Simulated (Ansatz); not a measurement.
**K on Cr(110): change of the work function**

How does one ordered layer of K (top site) change the work function of Cr(110), and what dipole does each adsorbate carry?

Main program and level: Ansatz 0.2.0; plane-wave DFT, PBEsol, Ansatz PAW.

**1. Set-up**

The cell holds 4 atoms: 4 Cr. Cell: a = 2.494 Å, b = 2.494 Å, c = 24.109 Å, α = 90.0°, β = 90.0°, γ = 70.5°. Vacuum lies along c.

**2. The clean slab**

The bare slab comes first, as the zero from which every change is counted. The two lowest layers are held at bulk places and the upper ones relax. The dipole correction removes the false field that a one-sided slab makes across the periodic vacuum, so each face gets a flat vacuum level of its own.

File input.yaml:

```yaml
crystal:
  lattice:
    - [2.0364675298, -1.44, 0.0]
    - [2.0364675298, 1.44, 0.0]
    - [0.0, 0.0, 24.1094025895]
  atoms:
    - { symbol: Cr, position: [0.0, 0.0, 0.3732983415] }
    - { symbol: Cr, position: [0.5, 0.5, 0.4577661138] }
    - { symbol: Cr, position: [0.0, 0.0, 0.5422338862] }
    - { symbol: Cr, position: [0.5, 0.5, 0.6267016585] }
kpoints:
  mp_grid: { grid: [13, 13, 1] }
hamiltonian:
  xc: pbesol
scf:
  occupations: { method: fermi_dirac, width: 0.1 }
  convergence: { dr2_threshold: 1.0e-08 }
efield:
  axis: 3
  dipole_correction: true
  ramp_position: 0.97
  ramp_width: 0.06
relax:
  f_tol: 0.02
  max_steps: 60
  constraints: [{ sites: [0, 1] }]
output:
  write_potential: true
  write_density: true
  volumetric_format: npy
```

Command:

```bash
$ ansatz run input.yaml --threads 4 --pin off --max-ram 6144MiB --backend cpu --events-out ev --progress --plain --runs-dir out
```

Output:

```text
Engine: ansatz 0.2.0, aarch64-unknown-linux-gnu
Pseudopotentials: kind: paw
Pseudopotential: Cr, paw, valence charge 14, recommended cutoff 420 eV (normal), Cr.paw.azcp
Functional definition: PBEsol
  exchange = pbesol_x
  correlation = pbesol_c
Crystal: 4 atoms, lattice volume = 141.402 Å³
Basis set: ecut = 420 eV, 2751 PW (Γ), exchange–correlation on 36×36×324 points (8 copies of the dense FFT grid, shifted against one another)
Bands: 34, of which v1, the nominal top of the filled ones, is band 28 counted from 1 (27 counted from 0)
Symmetry: 4 space group operations
k-points: 49 of 169
Non-local potential: Cr, projectors of the file, l = 0: 3, l = 1: 2, l = 2: 3, l = 3: 1
PAW form: soft (Blöchl's): semilocal exchange-correlation on the pseudo side does not see the compensation charge
PAW frozen core: Cr, regenerated for the run's functional, and the local potential with it (the file was generated under x = pbe(κ = 0.804, μ = 0.219515), c = pbe(β = 0.066725))
PAW one-centre angular grid: Cr, 590 points (default); XC on 64 Gauss nodes
Initial density: superposition of atomic densities (neutral atoms: chi_scale 0, normalization atom), corrected by the library's trained network
Initial wavefunctions: pseudopotential atomic-orbital guess
Functional: x = pbesol(κ = 0.804, μ = 0.123457), c = pbesol(β = 0.046)
SCF iter   1: F=—  HF=-13393.946788 eV  |F-HF|=—  |Δ(HF+E_count)|=         —  Δρ=8.10e-3  dr2=1.19e-1  ethr=1.77e-3  p=0.000 e·Å  D=3.33e-13 V/Å  ΔV_dip=-0.00 eV  dr2_dipole=3.87e-9  V_vac-E_F(+/−)=4.51/4.51 eV  ⟨swp⟩=7.9  Hψ=16631  notcnv=0
efield: sawtooth ramp at fractional position 0.9700 (set: `efield.ramp_position`, or a place that a band, a saddle search or an elastic batch's reference lends), width 0.0600; the density the first Hamiltonian is built on has a dipole p = 0.000 e·Å; the dipole correction subtracts the counter field D = 3.33e-13 V/Å, which shifts the + side's vacuum level by -0.00 eV against the − side's; the planar-averaged density in the ramp window peaks in size at 2.1e-5 e/Å³
automatic band count: the SCF goes on with 40 bands, as 34 were too few: the levels above may hold too much charge
preconditioner: auto → LDOS  [metal: Δε(μ)=0.012 eV  Ē_g=4.043 eV  σ=0.100 eV  W_gap=0.03  n_scr=16 (ndim 8)  ℏωp=15.3 eV  f_vac=0.593  D(μ)=4.60/eV (n_scr^D=18)  β→1.0]
SCF iter   2: F=—  HF=-13393.965644 eV  |F-HF|=—  |Δ(HF+E_count)|=   1.89e-2  Δρ=1.20e-2  dr2=1.49e-1  ethr=2.12e-4  p=0.000 e·Å  D=1.34e-5 V/Å  ΔV_dip=-0.00 eV  dr2_dipole=8.16e-7  V_vac-E_F(+/−)=4.97/4.97 eV  ⟨swp⟩=2.7  Hψ=4595  notcnv=0
SCF iter   3: F=—  HF=-13393.932117 eV  |F-HF|=—  |Δ(HF+E_count)|=   3.35e-2  Δρ=3.01e-3  dr2=9.00e-3  ethr=2.12e-4  p=0.000 e·Å  D=4.45e-6 V/Å  ΔV_dip=-0.00 eV  dr2_dipole=2.11e-7  V_vac-E_F(+/−)=4.90/4.90 eV  ⟨swp⟩=2.4  Hψ=3488  notcnv=0
SCF iter   4: F=—  HF=-13393.930255 eV  |F-HF|=—  |Δ(HF+E_count)|=   1.86e-3  Δρ=4.21e-4  dr2=6.34e-4  ethr=1.61e-5  p=0.000 e·Å  D=1.42e-5 V/Å  ΔV_dip=-0.00 eV  dr2_dipole=3.15e-7  V_vac-E_F(+/−)=4.95/4.95 eV  ⟨swp⟩=2.8  Hψ=3844  notcnv=0
SCF iter   5: F=—  HF=-13393.930235 eV  |F-HF|=—  |Δ(HF+E_count)|=   2.02e-5  Δρ=5.50e-4  dr2=4.59e-4  ethr=1.13e-6  p=0.000 e·Å  D=1.98e-6 V/Å  ΔV_dip=-0.00 eV  dr2_dipole=9.09e-9  V_vac-E_F(+/−)=4.99/4.99 eV  ⟨swp⟩=3.1  Hψ=3947  notcnv=0
SCF iter   6: F=—  HF=-13393.930182 eV  |F-HF|=—  |Δ(HF+E_count)|=   5.35e-5  Δρ=9.54e-5  dr2=1.25e-5  ethr=8.20e-7  p=0.000 e·Å  D=2.80e-6 V/Å  ΔV_dip=-0.00 eV  dr2_dipole=3.19e-8  V_vac-E_F(+/−)=5.00/5.00 eV  ⟨swp⟩=2.1  Hψ=2539  notcnv=0
SCF iter   7: F=—  HF=-13393.930152 eV  |F-HF|=—  |Δ(HF+E_count)|=   3.00e-5  Δρ=3.09e-5  dr2=1.72e-6  ethr=2.23e-8  p=0.000 e·Å  D=1.05e-7 V/Å  ΔV_dip=-0.00 eV  dr2_dipole=5.19e-9  V_vac-E_F(+/−)=5.01/5.01 eV  ⟨swp⟩=3.4  Hψ=3622  notcnv=0
SCF iter   8: F=—  HF=-13393.930133 eV  |F-HF|=—  |Δ(HF+E_count)|=   1.90e-5  Δρ=1.59e-5  dr2=4.85e-7  ethr=3.07e-9  p=-0.000 e·Å  D=-1.04e-6 V/Å  ΔV_dip=0.00 eV  dr2_dipole=5.05e-10  V_vac-E_F(+/−)=5.01/5.01 eV  ⟨swp⟩=2.3  Hψ=2791  notcnv=0
SCF iter   9: F=—  HF=-13393.930133 eV  |F-HF|=—  |Δ(HF+E_count)|=   1.14e-7  Δρ=4.86e-6  dr2=7.73e-8  ethr=8.67e-10  p=0.000 e·Å  D=2.64e-7 V/Å  ΔV_dip=-0.00 eV  dr2_dipole=8.47e-10  V_vac-E_F(+/−)=5.01/5.01 eV  ⟨swp⟩=2.7  Hψ=2968  notcnv=0
SCF iter  10: F=-13393.930133 eV  HF=-13393.930133 eV  |F-HF|=1.06e-8  |Δ(HF+E_count)|=   3.55e-8  Δρ=1.34e-6  dr2=2.58e-9  ethr=1.79e-11  p=-0.000 e·Å  D=-2.03e-7 V/Å  ΔV_dip=0.00 eV  dr2_dipole=3.02e-11  V_vac-E_F(+/−)=5.01/5.01 eV  ⟨swp⟩=8.2  Hψ=12918  notcnv=0
SCF 1 converged in 10 iterations: F = -13393.930133 eV  dr2 = 2.58e-9
  greatest PAW one-centre occupation: 1.000 electrons in one spin orbital (limit 2), on the Cr atom at site 2 (counted from 0), in its partial waves of l = 0
relax step   1: F+E_penalty+E_count = -13393.93013294 eV  Δ(F+E_penalty+E_count) = +0.000e0 eV  max|allowed force component| = 1.038e0 eV/Å  Δτ_max = 0.0000 Å  (10 SCF iters, accepted)
Bands: 40, of which v1, the nominal top of the filled ones, is band 28 counted from 1 (27 counted from 0)
Initial density: handed on by an earlier stage of this run
Initial wavefunctions: those handed on with the density
SCF iter   1: F=—  HF=-13394.167210 eV  |F-HF|=—  |Δ(HF+E_count)|=         —  Δρ=2.84e-2  dr2=4.05e0  ethr=3.10e-3  p=-0.000 e·Å  D=-1.17e-6 V/Å  ΔV_dip=0.00 eV  dr2_dipole=5.91e-1  V_vac-E_F(+/−)=5.00/5.00 eV  ⟨swp⟩=4.9  Hψ=5628  notcnv=0
efield: sawtooth ramp at fractional position 0.9700 (set: `efield.ramp_position`, or a place that a band, a saddle search or an elastic batch's reference lends), width 0.0600; the density the first Hamiltonian is built on has a dipole p = -0.000 e·Å; the dipole correction subtracts the counter field D = -1.17e-6 V/Å, which shifts the + side's vacuum level by +0.00 eV against the − side's; the planar-averaged density in the ramp window peaks in size at 8.4e-6 e/Å³
preconditioner: auto → LDOS  [metal: Δε(μ)=0.048 eV  Ē_g=4.145 eV  σ=0.100 eV  W_gap=0.12  n_scr=16 (ndim 8)  ℏωp=15.3 eV  f_vac=0.597  D(μ)=5.09/eV (n_scr^D=18)  β→1.0]
SCF iter   2: F=—  HF=-13394.091465 eV  |F-HF|=—  |Δ(HF+E_count)|=   7.57e-2  Δρ=1.74e-2  dr2=4.85e-1  ethr=3.10e-3  p=0.002 e·Å  D=2.15e-3 V/Å  ΔV_dip=-0.05 eV  dr2_dipole=6.26e-3  V_vac-E_F(+/−)=5.01/5.07 eV  ⟨swp⟩=2.0  Hψ=2813  notcnv=0
SCF iter   3: F=—  HF=-13394.055901 eV  |F-HF|=—  |Δ(HF+E_count)|=   3.56e-2  Δρ=1.08e-2  dr2=1.54e-1  ethr=8.66e-4  p=0.006 e·Å  D=8.30e-3 V/Å  ΔV_dip=-0.20 eV  dr2_dipole=1.03e-3  V_vac-E_F(+/−)=4.83/5.03 eV  ⟨swp⟩=2.4  Hψ=3432  notcnv=0
[...]
SCF iter   9: F=—  HF=-13394.036182 eV  |F-HF|=—  |Δ(HF+E_count)|=   2.49e-5  Δρ=1.62e-5  dr2=9.87e-7  ethr=7.55e-9  p=0.004 e·Å  D=4.78e-3 V/Å  ΔV_dip=-0.12 eV  dr2_dipole=1.75e-7  V_vac-E_F(+/−)=4.91/5.03 eV  ⟨swp⟩=2.2  Hψ=2782  notcnv=0
SCF iter  10: F=—  HF=-13394.036183 eV  |F-HF|=—  |Δ(HF+E_count)|=   4.21e-7  Δρ=7.17e-6  dr2=9.03e-8  ethr=1.76e-9  p=0.004 e·Å  D=4.76e-3 V/Å  ΔV_dip=-0.11 eV  dr2_dipole=4.44e-9  V_vac-E_F(+/−)=4.91/5.03 eV  ⟨swp⟩=2.1  Hψ=2410  notcnv=0
SCF iter  11: F=—  HF=-13394.036183 eV  |F-HF|=—  |Δ(HF+E_count)|=   6.71e-8  Δρ=2.71e-6  dr2=1.77e-8  ethr=1.61e-10  p=0.004 e·Å  D=4.75e-3 V/Å  ΔV_dip=-0.11 eV  dr2_dipole=3.27e-13  V_vac-E_F(+/−)=4.91/5.03 eV  ⟨swp⟩=2.9  Hψ=3495  notcnv=0
SCF iter  12: F=-13394.036183 eV  HF=-13394.036183 eV  |F-HF|=4.71e-9  |Δ(HF+E_count)|=   1.31e-8  Δρ=6.32e-7  dr2=1.84e-9  ethr=1.79e-11  p=0.004 e·Å  D=4.75e-3 V/Å  ΔV_dip=-0.11 eV  dr2_dipole=4.22e-10  V_vac-E_F(+/−)=4.91/5.03 eV  ⟨swp⟩=9.5  Hψ=11501  notcnv=0
SCF 2 converged in 12 iterations: F = -13394.036183 eV  dr2 = 1.84e-9
relax step   2: F+E_penalty+E_count = -13394.03618286 eV  Δ(F+E_penalty+E_count) = -1.060e-1 eV  max|allowed force component| = 4.713e-1 eV/Å  Δτ_max = 0.1688 Å  (12 SCF iters, accepted)
iter 1 solved again at ethr=1.46e-3 eV; its pass at ethr=3.10e-3 eV (dr2=8.16e-1 eV) is discarded
SCF iter   1: F=—  HF=-13394.090331 eV  |F-HF|=—  |Δ(HF+E_count)|=         —  Δρ=1.42e-2  dr2=7.73e-1  ethr=1.46e-3  p=0.004 e·Å  D=4.75e-3 V/Å  ΔV_dip=-0.11 eV  dr2_dipole=4.06e-2  V_vac-E_F(+/−)=4.92/5.04 eV  ⟨swp⟩=1.1  Hψ=7072  notcnv=0
efield: sawtooth ramp at fractional position 0.9700 (set: `efield.ramp_position`, or a place that a band, a saddle search or an elastic batch's reference lends), width 0.0600; the density the first Hamiltonian is built on has a dipole p = 0.004 e·Å; the dipole correction subtracts the counter field D = 4.75e-3 V/Å, which shifts the + side's vacuum level by -0.11 eV against the − side's; the planar-averaged density in the ramp window peaks in size at 2.3e-6 e/Å³
preconditioner: auto → LDOS  [metal: Δε(μ)=0.017 eV  Ē_g=4.195 eV  σ=0.100 eV  W_gap=0.04  n_scr=16 (ndim 8)  ℏωp=15.3 eV  f_vac=0.601  D(μ)=4.76/eV (n_scr^D=18)  β→1.0]
SCF iter   2: F=—  HF=-13394.070885 eV  |F-HF|=—  |Δ(HF+E_count)|=   1.94e-2  Δρ=9.73e-3  dr2=1.77e-1  ethr=1.38e-3  p=0.005 e·Å  D=6.53e-3 V/Å  ΔV_dip=-0.16 eV  dr2_dipole=1.99e-5  V_vac-E_F(+/−)=4.89/5.05 eV  ⟨swp⟩=2.0  Hψ=2526  notcnv=0
SCF iter   3: F=—  HF=-13394.059116 eV  |F-HF|=—  |Δ(HF+E_count)|=   1.18e-2  Δρ=4.99e-3  dr2=3.51e-2  ethr=3.15e-4  p=0.007 e·Å  D=9.03e-3 V/Å  ΔV_dip=-0.22 eV  dr2_dipole=1.61e-4  V_vac-E_F(+/−)=4.82/5.04 eV  ⟨swp⟩=2.0  Hψ=3137  notcnv=0
SCF iter   4: F=—  HF=-13394.055522 eV  |F-HF|=—  |Δ(HF+E_count)|=   3.59e-3  Δρ=5.81e-4  dr2=1.49e-3  ethr=6.28e-5  p=0.006 e·Å  D=7.90e-3 V/Å  ΔV_dip=-0.19 eV  dr2_dipole=2.93e-4  V_vac-E_F(+/−)=4.85/5.04 eV  ⟨swp⟩=2.1  Hψ=3074  notcnv=0
SCF iter   5: F=—  HF=-13394.055354 eV  |F-HF|=—  |Δ(HF+E_count)|=   1.68e-4  Δρ=2.19e-4  dr2=4.27e-4  ethr=2.67e-6  p=0.006 e·Å  D=7.86e-3 V/Å  ΔV_dip=-0.19 eV  dr2_dipole=1.25e-4  V_vac-E_F(+/−)=4.85/5.04 eV  ⟨swp⟩=2.2  Hψ=2639  notcnv=0
SCF iter   6: F=—  HF=-13394.055388 eV  |F-HF|=—  |Δ(HF+E_count)|=   3.37e-5  Δρ=3.23e-4  dr2=1.91e-4  ethr=7.63e-7  p=0.006 e·Å  D=7.87e-3 V/Å  ΔV_dip=-0.19 eV  dr2_dipole=1.86e-5  V_vac-E_F(+/−)=4.85/5.04 eV  ⟨swp⟩=2.0  Hψ=2668  notcnv=0
SCF iter   7: F=—  HF=-13394.055372 eV  |F-HF|=—  |Δ(HF+E_count)|=   1.59e-5  Δρ=1.46e-4  dr2=3.24e-5  ethr=3.41e-7  p=0.006 e·Å  D=7.84e-3 V/Å  ΔV_dip=-0.19 eV  dr2_dipole=8.98e-7  V_vac-E_F(+/−)=4.84/5.03 eV  ⟨swp⟩=2.0  Hψ=2480  notcnv=0
SCF iter   8: F=—  HF=-13394.055325 eV  |F-HF|=—  |Δ(HF+E_count)|=   4.71e-5  Δρ=3.01e-5  dr2=1.94e-6  ethr=5.78e-8  p=0.006 e·Å  D=7.88e-3 V/Å  ΔV_dip=-0.19 eV  dr2_dipole=9.41e-8  V_vac-E_F(+/−)=4.84/5.03 eV  ⟨swp⟩=2.1  Hψ=2607  notcnv=0
SCF iter   9: F=—  HF=-13394.055307 eV  |F-HF|=—  |Δ(HF+E_count)|=   1.72e-5  Δρ=2.20e-5  dr2=9.79e-7  ethr=3.46e-9  p=0.006 e·Å  D=7.88e-3 V/Å  ΔV_dip=-0.19 eV  dr2_dipole=8.56e-8  V_vac-E_F(+/−)=4.84/5.03 eV  ⟨swp⟩=3.2  Hψ=4114  notcnv=0
SCF iter  10: F=—  HF=-13394.055308 eV  |F-HF|=—  |Δ(HF+E_count)|=   4.35e-8  Δρ=7.34e-6  dr2=7.60e-8  ethr=1.75e-9  p=0.006 e·Å  D=7.88e-3 V/Å  ΔV_dip=-0.19 eV  dr2_dipole=2.74e-9  V_vac-E_F(+/−)=4.84/5.03 eV  ⟨swp⟩=1.8  Hψ=2255  notcnv=0
SCF iter  11: F=-13394.055308 eV  HF=-13394.055308 eV  |F-HF|=3.72e-9  |Δ(HF+E_count)|=   2.77e-8  Δρ=1.58e-6  dr2=8.18e-9  ethr=1.79e-11  p=0.006 e·Å  D=7.88e-3 V/Å  ΔV_dip=-0.19 eV  dr2_dipole=4.85e-10  V_vac-E_F(+/−)=4.84/5.03 eV  ⟨swp⟩=8.4  Hψ=13231  notcnv=0
SCF 3 converged in 11 iterations: F = -13394.055308 eV  dr2 = 8.18e-9
relax step   3: F+E_penalty+E_count = -13394.05530757 eV  Δ(F+E_penalty+E_count) = -1.912e-2 eV  max|allowed force component| = 1.846e-2 eV/Å  Δτ_max = 0.0927 Å  (11 SCF iters, accepted)
NSCF: frozen V_eff on 49 k-points
the band table was solved once a step of the walk had ended and its energy, with any forces and stress, was formed, with the checks that follow a solve (8643 applications of the Hamiltonian). They found nothing against the state; the energy, forces and stress were not computed again (output.eigenvalues in the input reference)
SCF converged after 11 iterations
Free energy (F): -13394.055308 eV
Harris-Foulkes:  -13394.055308 eV  (|F-HF|=3.72e-9)
Internal energy: -13393.902885 eV  (E = F + TS)
E sigma→0 (E₀):  -13393.979096 eV
Entropy (-TS):   -0.152423 eV (-38.106 meV/atom)
Fermi energy:    3.111212 eV
Dipole field:    D = 0.007911 V/Å  (p = 0.006182 e·Å, saw-weighted, corrected)
Work function:   Φ+ = 4.8436 eV   Φ− = 5.0343 eV
Levels:          The Fermi level and band energies are counted from a zero that moves with the ramp; work functions are not
--- Per-component energies (eV) ---
  E_band       = -1479.966706
  E_kinetic    = 1370.323484
  E_local      = -95389.106792  (includes V_loc(G=0)·N_el)
  E_nonlocal   = 322.850624
  E_hartree    = 46940.956138
  E_xc         = -552.963690
  E_vxc        = -708.335013  (∫ρ·V_xc dr)
  E_paw        = -4669.636803  (= ΣΔE_a)
  E_vpaw       = -957.661787  (= ΣTr[D̂ρ^β])
  E_aug_tail   = 0.001424  (compensation charges beyond the density's cutoff)
  E_efield     = 0.000024  (sawtooth field / dipole correction)
  E_vefield    = 0.037248  (∫n·V_field dr)
  E_ewald      = 38583.032707
  E_core_change = 0.639998  (= ΣΔE_core)
  E_smearing   = -0.152423  (= −TS)
  E_closure    = -0.000000  (closes the sum)
  Σ components = -13394.055308   (vs F -13394.055308, Δ=0.00e0)
--- Forces (eV/Å), atoms counted from 1 ---
  atom   1  Cr     0.00000000     0.00000000     0.93592861
  atom   2  Cr    -0.00000000     0.00000000    -0.97016402
  atom   3  Cr     0.00000000     0.00000000     0.01574960
  atom   4  Cr     0.00000000     0.00000000     0.01846231
  max |Σ_I F_I| component: 2.35e-5 eV/Å
--- Band table (eV; the first three rows and the last of 49) ---
  k-point 0: bands = [... 24 lower, 2.1368, 2.1972, 2.2680, 2.3046, 3.0546, 3.3462, 3.9141, 3.9670, ... 8 higher]
  k-point 1: bands = [... 24 lower, 1.9653, 2.2026, 2.3628, 2.4983, 2.8261, 3.4498, 3.6229, 3.8299, ... 8 higher]
  k-point 2: bands = [... 24 lower, 1.8847, 2.0322, 2.3181, 2.6537, 2.8993, 2.9542, 3.7267, 3.8013, ... 8 higher]
  k-point 48: bands = [... 24 lower, 1.9500, 3.3049, 3.4730, 3.9480, 4.0692, 4.2948, 4.6134, 5.1260, ... 8 higher]
--- Relaxed structure (3 steps of the walk, 3 accepted, 0 SCFs on fresh bases) ---
  F+E_penalty+E_count = -13394.05530757 eV   max|allowed force component| = 1.846e-2 eV/Å
  atoms:
    - { symbol: Cr, position: [0.0, 0.0, 0.3732983415] }
    - { symbol: Cr, position: [0.500000, 0.500000, 0.4577661138] }
    - { symbol: Cr, position: [-3.040939e-18, -3.040939e-18, 0.539149] }
    - { symbol: Cr, position: [0.500000, 0.500000, 0.615855] }
```

It took 31 s on 4 threads of Arm Neoverse V1, shared host; peak memory 0.56 GiB; 2 min of CPU time.

This run has no spin polarisation, although Cr can carry a moment.

Relaxation path:

| step | energy less that of the first step (eV) | largest force component (eV/Å) |
| --- | --- | --- |
| 1 | 0.0000 | 1.0375 |
| 2 | -0.1061 | 0.4713 |
| 3 | -0.1252 | 0.0185 |

Forces are held to the 4 operations that the program found; a distortion that breaks them can't arise in this run.

The atoms that moved most (Å):

| atom | dx | dy | dz | length |
| --- | --- | --- | --- | --- |
| Cr4 | 0.000 | 0.000 | -0.262 | 0.262 |
| Cr3 | 0.000 | 0.000 | -0.074 | 0.074 |

Numbers from this step:

| Quantity | Value |
| --- | --- |
| energy at zero smearing | -13393.9791 eV |
| work function, upper face | 4.844 eV |
| work function, lower face | 5.034 eV |
| dipole along the normal | 0.006182 e·Å |
| step between the vacuum levels | -0.1907 eV |

Running mean over 2.036 Å of the planar mean; the ramp of the sawtooth is left out. Electron's electrostatic potential energy less the Fermi level against z:

| z (Å) | electron's electrostatic potential energy less the Fermi level (eV) |
| --- | --- |
| 3.0 | 5.03 |
| 3.5 | 5.03 |
| 4.0 | 5.03 |
| 4.5 | 5.03 |
| 5.0 | 5.03 |
| 5.5 | 5.01 |
| 6.0 | 4.94 |
| 6.5 | 4.71 |
| 7.0 | 3.98 |
| 7.5 | 1.48 |
| 8.0 | -3.23 |
| 8.5 | -7.70 |
| 9.0 | -9.48 |
| 9.5 | -9.66 |
| 10.0 | -9.72 |
| 10.5 | -9.80 |
| 11.0 | -9.93 |
| 11.5 | -10.3 |
| 12.0 | -10.6 |
| 12.5 | -10.4 |
| 13.0 | -10.3 |
| 13.5 | -11.2 |
| 14.0 | -11.5 |
| 14.5 | -10.7 |
| 15.0 | -9.44 |
| 15.5 | -6.62 |
| 16.0 | -1.79 |
| 16.5 | 2.41 |
| 17.0 | 4.12 |
| 17.5 | 4.62 |
| 18.0 | 4.78 |
| 18.5 | 4.83 |
| 19.0 | 4.84 |
| 19.5 | 4.84 |
| 20.0 | 4.84 |
| 20.5 | 4.84 |
| 21.0 | 4.84 |

The relaxation took 3 steps and lowered the energy by 0.13 eV; the largest force on the free atoms ends at 0.018 eV/Å.

The work function of the upper face is 4.84 eV.

(Continued in part 2 of 4.)

[Long decimals in the printed logs are rounded to 6 places.]

[Logs are printed without paths, hosts, clocks, repeated set-up lines and the standing remarks that a program may print on its own settings, such as how far it seeks lower states.]

[Hosts, paths, dates, database ids (printed as entryN), source tags and the programs' standing remarks are cut or masked in the printed files.]

[Maps of the electrostatic potential energy from Ansatz leave out the sawtooth potential of an applied field or a dipole correction, so their vacuum need not be flat; planar profiles and work functions include it.]
